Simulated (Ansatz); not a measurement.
# Lattice dynamics of YbSn (P4/mmm), part 2 of 2

Aim: the phonons of YbSn (P4/mmm) at a cell relaxed beforehand at this level. After the zone centre comes a 4×4×4 q mesh on a 12×12×12 k mesh.

Ansatz 0.2.0; DFT PBEsol, scalar-relativistic, plane waves, PAW.

So far. Step 2 (Modes at Γ): Before it was imposed, the acoustic sum rule was missed by 1.9e-5 eV/Å². Small misses are needed for a sound result but don't prove that mesh and cutoff are converged. The lowest optical mode is real, 101 cm⁻¹.

### Step 3. Response at finite wavevector

Stability and thermal properties need the whole zone. Linear response on a 4×4×4 q mesh gives force constants as far as a supercell of that size would.

Input file input.yaml:

```yaml
crystal:
  lattice:
    - [3.3869774034, 0.0, 0.0]
    - [0.0, 3.3869774034, 0.0]
    - [0.0, 0.0, 4.3800751451]
  atoms:
    - { symbol: Yb, position: [0.5, 0.5, 0.5] }
    - { symbol: Sn, position: [0.0, 0.0, 0.0] }
kpoints:
  mp_grid: { grid: [12, 12, 12] }
hamiltonian:
  xc: pbesol
scf:
  occupations: { method: methfessel_paxton, width: 0.2 }
output:
  eigenvalues: true
phonons:
  method: dfpt
  qmesh: [4, 4, 4]
  temperatures: { t_max: 1000, t_step: 50 }
  qpath:
    path:
      - [[0.0, 0.0, 0.0], [0.0, 0.5, 0.0], [0.5, 0.5, 0.0], [0.0, 0.0, 0.0], [0.0, 0.0, 0.5], [0.0, 0.5, 0.5], [0.5, 0.5, 0.5], [0.0, 0.0, 0.5]]
      - [[0.0, 0.5, 0.0], [0.0, 0.5, 0.5]]
      - [[0.5, 0.5, 0.0], [0.5, 0.5, 0.5]]
    npoints: 10
```

Command:

```console
$ ansatz run input.yaml --threads 4 --pin off --max-ram 14336MiB --backend cpu --events-out ev --progress --plain --runs-dir out
```

Numbers of over 12 decimals in the logs are rounded to 6 here.

What it wrote:

```text
[...]
Crystal: 2 atoms, lattice volume = 50.247 Å³
Basis set: ecut = 420 eV, 1011 PW (Γ), exchange–correlation on 48×48×60 points (8 copies of the dense FFT grid, shifted against one another)
Bands: 23, of which v1, the nominal top of the filled ones, is band 19 counted from 1 (18 counted from 0)
Symmetry: 16 space group operations
k-points: 196 of 1728
[...]
SCF iter   1: F=—  HF=-19627.682781 eV  |F-HF|=—  |Δ(HF+E_count)|=         —  Δρ=2.05e-2  dr2=2.09e-1  ethr=3.10e-3  ⟨swp⟩=5.4  Hψ=18479  notcnv=0
[...]
SCF iter  15: F=-19627.641256 eV  HF=-19627.641256 eV  |F-HF|=0.00e0  |Δ(HF+E_count)|=  3.27e-11  S|Δr|=    0.00e0  Δρ=9.65e-8  dr2=2.94e-12  ethr=1.00e-12  ⟨swp⟩=6.2  Hψ=27698  notcnv=0
[...]
SCF 1 converged in 15 iterations: F = -19627.641256 eV  dr2 = 2.94e-12
[...]
iter 1 solved again at ethr=9.30e-8 eV; its pass at ethr=3.10e-3 eV (dr2=3.53e-5 eV) is discarded
SCF iter   1: F=—  HF=-19627.641256 eV  |F-HF|=—  |Δ(HF+E_count)|=         —  Δρ=2.61e-6  dr2=2.68e-9  ethr=9.30e-8  ⟨swp⟩=4.1  Hψ=35902  notcnv=0
eigensolver tolerance schedule: the retry pair's looser diagonalisation over-reported the residual by 13178.75 of it (diagonalisation noise at 0.65 of the residual, at the tolerance the schedule requests for it); recorded, not acted on — ethr = c·dr2/N_el stays at c = 1.0e-1
[...]
SCF iter   2: F=—  HF=-19627.641256 eV  |F-HF|=—  |Δ(HF+E_count)|=   3.61e-7  S|Δr|=    0.00e0  Δρ=3.07e-6  dr2=1.51e-9  ethr=7.05e-12  ⟨swp⟩=3.9  Hψ=13360  notcnv=0
[...]
SCF iter   7: F=-19627.641256 eV  HF=-19627.641256 eV  |F-HF|=0.00e0  |Δ(HF+E_count)|=  7.28e-12  S|Δr|=    0.00e0  Δρ=7.66e-8  dr2=2.75e-12  ethr=1.00e-12  ⟨swp⟩=2.3  Hψ=13707  notcnv=0
SCF 2 converged in 7 iterations: F = -19627.641256 eV  dr2 = 2.75e-12
phonons: the bands overlap, so this run is a metal and interpolates without the dipole-dipole term. If the crystal is really an insulator or semiconductor, its LO-TO splitting is missing
NSCF: frozen V_eff on 196 k-points
[...]
DFPT response loops at q = (0, 0, 0) (fractional): preconditioner auto → Kerker (q_TF=auto, 2.604 Å⁻¹) (partly filled bands, converged f_vac=0.000); β = 1.00, the filter's whole step (`scf.mixing.beta` (0.50) is not read by the response loops under this deck's `scf.mixing.preconditioner`; to damp them name `kerker` or `kerker_dos`, under which they read `scf.mixing.beta`, and type it under 1.00, their step now; both keys bind the ground state too); Broyden in place of MSR1
[...]
SCF converged after 15 iterations
[...]
Free energy (F): -19627.641256 eV
[...]
Internal energy: -19627.760124 eV  (E = F + TS)
E sigma→0 (E₀):  -19627.670973 eV
Entropy (-TS):   0.118868 eV (59.434 meV/atom)
Fermi energy:    13.719344 eV
[...]
--- Band table (eV; the first three rows and the last of 196) ---
  k-point 0: bands = [... 15 lower, 13.4734, 13.4860, 13.4860, 13.8688, 14.3894, 17.4438, 17.4438, 18.8023]
  k-point 1: bands = [... 15 lower, 13.4740, 13.4891, 13.4891, 14.2527, 14.4045, 17.1835, 17.1835, 19.1495]
  k-point 2: bands = [... 15 lower, 13.4753, 13.4984, 13.4984, 14.4462, 14.9947, 16.7317, 16.7317, 19.8607]
  k-point 195: bands = [... 15 lower, 13.5002, 13.5127, 13.5127, 13.5406, 13.5562, 17.0336, 17.9406, 17.9406]
--- Phonons (Γ-DFPT): 4 representative perturbations + reference (Σ response iterations 12) ---
  ASR residual: 6.308e-5 → 0.000e0 eV/Å²; symmetrization residual: 2.720e-5 eV/Å²
  ASR residual per site (eV/Å²): 6.31e-5 1.20e-5
  Γ frequencies (cm⁻¹): 0.00 0.00 0.00 101.12 101.12 133.29
--- Phonons (arbitrary-q DFPT): 18 irreducible q on the 4×4×4 mesh ---
  q = [0.0000, 0.0000, 0.0000] (star 1, of the zone-centre solve; hermiticity 1.18e-5, symmetrization 2.37e-12): -0.00 0.00 0.00 101.12 101.12 133.29
  q = [0.0000, 0.0000, 0.2500] (star 2, 4 solved perturbations in 1848 linear systems a pass and spin channel, the states on 588 of 1728 k-point pairs; hermiticity 1.05e-5, symmetrization 4.85e-12): 37.74 37.74 55.78 93.60 93.60 130.06
[...]
q = [0.0000, 0.2500, 0.0000] (star 4, 6 solved perturbations on 588 of 1728 k-point pairs; hermiticity 1.06e-5, symmetrization 1.72e-13): 38.21 47.64 65.54 93.23 104.70 123.32
[...]
sum rule: each row above includes the acoustic sum rule's correction from the zone centre's row sums; it moved no ω² by more than (0.31 cm⁻¹)²
  mesh force constants: q→R imaginary residual 2.80e-18; ASR residual 6.308e-5 → 0.000e0 eV/Å²; symmetrization residual 8.882e-16 eV/Å²
  interpolated dispersion: 93 rows × 6 modes
  density of states and harmonic sums: on the 20×20×16 q-mesh, interpolated from the force constants of a 4×4×4 supercell (no non-analytic term)
  largest difference from the sums on the solved wave vectors: F 2.42e-2 eV, S 3.05e-5 and C_V 6.30e-6 eV/K
  zero-point energy: 0.032093 eV/cell   skipped modes (ω ≤ 0): 9, of them read as no rigid motion or as one in doubt: 6 (4.687e-3 modes/cell left out, lowest -16.55 cm⁻¹)   left out of the sums: 8.59e-4 of the cell's modes: C_V's classical limit lies that fraction below 3 k_B per atom; for a crystal, a wire or a layer, F and S can be off by more, and a phonons.interpolated_qmesh denser along its periods is the remedy for the sampling
```

Elapsed: 29 min, on 4 threads of Arm Neoverse V1, shared host; peak memory 5.1 GiB.

Numbers from this step:

```yaml
sum_rule_residual_before_enforcement: 6.31e-5 eV/Å²
lowest_frequency_on_the_path: -16.55 cm⁻¹
highest_frequency_on_the_path_or_at_a_solved_wavevector: 139.2 cm⁻¹
lowest_mode_on_the_q_mesh_acoustic_modes_at_gamma_apart: -16.55 cm⁻¹
```

Frequencies (cm⁻¹) solved at each irreducible wavevector; negative means imaginary. Frequencies by wavevector, by row:

```tsv
q in reciprocal lattice units	star	mode 1	mode 2	mode 3	mode 4	mode 5	mode 6
0 0 0	1	0	0	0	101.1	101.1	133.3
0 0 0.25	2	37.7	37.7	55.8	93.6	93.6	130.1
0 0 -0.5	1	63.5	63.5	77.7	77.7	85.9	118.1
0 0.25 0	4	38.2	47.6	65.5	93.2	104.7	123.3
0 0.25 0.25	8	39.8	45.2	81.8	88.4	99.3	130.8
0 0.25 -0.5	4	47.1	56.4	70.7	80	114.5	128.9
0 -0.5 0	2	57	70.7	82.9	97.4	101.2	110.9
0 -0.5 0.25	4	44.1	54	82.6	87.9	117.9	130
0 -0.5 -0.5	2	-16.6	50	79	82.7	128.3	139.2
0.25 0.25 0	4	53.4	57.3	80	95.3	113.7	119.1
0.25 0.25 0.25	8	54.5	63.2	73.6	105.5	106	127.3
0.25 0.25 -0.5	4	46.7	67.1	79.7	91.2	116.1	130.8
0.25 -0.5 0	4	57.5	70.4	77.9	111.8	112.2	115.2
0.25 -0.5 0.25	8	50.2	76	79.2	104.2	115.5	127.3
0.25 -0.5 -0.5	4	44.9	76.6	85.1	94.5	118.7	133.7
-0.5 -0.5 0	1	60.7	60.7	69.8	111.6	125.6	125.6
-0.5 -0.5 0.25	2	71.3	71.3	74	115.5	115.5	122.6
-0.5 -0.5 -0.5	1	76.2	89.8	89.8	97	97	129.1
```

Interpolated from a 4×4×4 q mesh. Phonon branches along the path, in cm⁻¹:

```tsv
point	branch 1	branch 2	branch 3	branch 4	branch 5	branch 6
Γ	0	0	0	101	101	133
halfway	38	48	66	93	105	123
X	57	71	83	97	101	111
halfway	58	70	78	112	112	115
M	61	61	70	112	126	126
halfway	53	57	80	95	114	119
Γ	0	0	0	101	101	133
halfway	38	38	56	94	94	130
Z	64	64	78	78	86	118
halfway	47	56	71	80	114	129
R	-17	50	79	83	128	139
halfway	45	77	85	94	119	134
A	76	90	90	97	97	129
halfway	47	67	80	91	116	131
Z	64	64	78	78	86	118
jump to X	57	71	83	97	101	111
halfway	44	54	83	88	118	130
R	-17	50	79	83	128	139
jump to M	61	61	70	112	126	126
halfway	71	71	74	116	116	123
A	76	90	90	97	97	129
```

The phonon branches as a text plot (rows in cm⁻¹):

```
    136 |*                   **        *****              ***
    129 | **               **  **    ** **  *********      **  **
    123 |   *      *****  *      *  *  *  **         *   **  **
    116 |    *    *    ***        ** **     *    ***  ****   **
    110 |     **********  *                     *   *          *
    103 |********       *  ****     *        * *        *
     97 | **  **         * **  *            *******  *  *       *
     91 |   **            *     *  *      ** ****  ** *  *      *
     84 |    *****               **   *******   ***    ******
     78 |   *           **       ***** ***       * *****    *  **
     71 |     **********  *        * **    * ***  *   *      **
     65 |           * ***         ***     *     *  ******    *
     58 |   ************** *    **  **           *   *  **
     52 |  * *           **           ****  *     * *    ****
     45 |   *             *          *             *
     39 |  *               **   *     *    *
     32 |  *                   *                          *
     26 | *                 *  *          *
     19 | *
     13 |*                    *        *                   *
      6 |*                    *
      0 |                    *
     -7 |
    -13 |                               **                  *
         Γ     X     M       Γ    Z     R     A       Z|X  R|M  A
```

Tetrahedra on a 20×20×16 mesh, mean over bins of 2 cm-1. Interpolated from a 4×4×4 q mesh. The phonon density of states by wavenumber; read off at these points:

wavenumber (cm⁻¹), phonon density of states (1/cm⁻¹/cell) and a bar:
```
    -17.0     0.0000 
    -11.0     0.0002 
     -7.0     0.0002 
     -1.0     0.0003 
      5.0     0.0005 
      9.0     0.0008 
     15.0     0.0022 #
     21.0     0.0049 #
     27.0     0.0086 ###
     31.0     0.0125 ####
     37.0     0.0218 #######
     43.0     0.0398 ############
     47.0     0.0515 ################
     53.0     0.0702 #####################
     55.0     0.0713 ######################
     59.0     0.0588 ##################
     63.0     0.0486 ###############
     69.0     0.0536 ################
     75.0     0.0661 ####################
     79.0     0.0934 ############################
     81.0     0.0991 ##############################
     85.0     0.0548 #################
     91.0     0.0507 ###############
     93.0     0.0671 ####################
     95.0     0.0552 #################
    101.0     0.0519 ################
    107.0     0.0528 ################
    113.0     0.0832 #########################
    117.0     0.0575 #################
    123.0     0.0602 ##################
    129.0     0.0903 ###########################
    133.0     0.0413 #############
    139.0     0.0027 #
```

The partial phonon density of states has structure finer than the step of the table below, so its rows give means over 5 cm⁻¹, whole bins alone (the curve runs from -22.9 to 153 cm⁻¹). Peaks (cm⁻¹: height): Sn 46.8: 0.0175, 82.2: 0.0434, 114.3: 0.0514, 129.8: 0.0592; Yb 54.5: 0.0534, 78.9: 0.0592, 114.3: 0.0223.

Phonopy on the run's constants, 17x17x13 mesh, Gaussian sigma 2.0 cm-1. Interpolated from a 4×4×4 q mesh. Partial phonon density of states against wavenumber; means over each step; values in 1/cm⁻¹/cell:

```tsv
wavenumber (cm⁻¹)	Sn	Yb
-20	2.0e-6	2.0e-6
-15	1.1e-4	1.3e-4
-10	1.2e-4	1.4e-4
-5	3.0e-4	3.7e-4
0	9.7e-5	1.3e-4
5	2.4e-5	3.2e-5
10	3.4e-4	4.8e-4
15	0.00119	0.00164
20	0.00189	0.00264
25	0.00322	0.00468
30	0.00441	0.00656
35	0.00769	0.0119
40	0.0118	0.0187
45	0.0162	0.0288
50	0.0162	0.0401
55	0.0156	0.0512
60	0.0137	0.0444
65	0.0101	0.0387
70	0.00963	0.0448
75	0.0154	0.0539
80	0.0341	0.0545
85	0.0358	0.0273
90	0.0335	0.0152
95	0.0401	0.0158
100	0.0376	0.0168
105	0.0376	0.0183
110	0.0418	0.0187
115	0.0480	0.0215
120	0.0397	0.0192
125	0.0439	0.0169
130	0.0538	0.0175
135	0.0224	0.00792
140	0.00301	0.00123
145	5.2e-5	2.1e-5
150	0	0
```

Second derivatives of the energy by pair, one row for each kind of neighbour of each atom listed. Each entry sums the pair over the periodic images of the supercell that the q mesh stands for, and in a polar crystal it holds the long-range dipole part too. Force constants by pair, by row:

```tsv
atom	neighbour	distance (Å)	third of the trace (eV/Å²)	along the pair's line (eV/Å²)
Yb1	itself	0	4.144	–
Yb1	Sn	3.245	-0.3982	-1.295
Yb1	Yb	3.387	-0.2139	-0.9842
Yb1	Yb	4.38	-0.0438	-0.2514
Yb1	Yb	4.79	-0.0031	0.0018
Yb1	Yb	5.537	-0.0115	0.0101
Yb1	Sn	5.786	-0.008	-0.0047
Yb1	Yb	6.491	0.0206	0.0721
Yb1	Yb	6.774	-0.0041	-0.029
Sn2	itself	0	4.409	–
Sn2	Yb	3.245	-0.3982	-1.295
Sn2	Sn	3.387	-0.1854	-0.3271
Sn2	Sn	4.38	-0.0905	-0.3285
Sn2	Sn	4.79	-0.0173	-0.0274
Sn2	Sn	5.537	0.0017	-0.0018
Sn2	Yb	5.786	-0.008	-0.0047
Sn2	Sn	6.491	-0.0059	-0.0083
Sn2	Sn	6.774	-0.0517	-0.1467
```

Symmetry leaves 18 wavevectors to solve. The lowest mode among them, the acoustic zeros apart, lies at q = (0, -0.5, -0.5) and is imaginary, 16.6i cm⁻¹, so the energy falls along it.

### Step 4. What came out

* space group (within 0.01 Å): P4/mmm
* volume per atom: 25.1 Å³
* electronic character: no gap on this mesh
* highest optical mode at the zone centre (no LO-TO term): 133 cm⁻¹
* lowest optical zone-centre mode: 101 cm⁻¹
* lowest mode on the q mesh (acoustic modes at Γ apart): -16.6 cm⁻¹
* highest frequency on the path or at a solved wavevector: 139 cm⁻¹
* imaginary modes on the 4×4×4 q mesh: yes

Modes are clearly imaginary (beyond 10i cm⁻¹) at 1 of the 18 irreducible wavevectors, most at q = (0, -0.5, -0.5) (16.6i cm⁻¹), so this structure is not a minimum of the energy. The optical modes at Γ span 101 to 133 cm⁻¹. With no gap, or one that is small against the smearing, the frequencies hang on the k mesh and the smearing, most of all near Kohn anomalies. The phonon runs are without spin polarisation, although Yb often carries a moment. The 4f shell is treated without a U, so valence and screening may be off. Spin-orbit coupling is left out, which can matter for the heavy elements here. These are harmonic frequencies at zero temperature: anharmonic shifts, linewidths and thermal expansion are left out.

[Logs are printed without paths, hosts, clocks, repeated set-up lines and the standing remarks that a program may print on its own settings, such as how far it seeks lower states.]

[Hosts, paths, dates, database ids (printed as entryN), source tags and the programs' standing remarks are cut or masked in the printed files.]
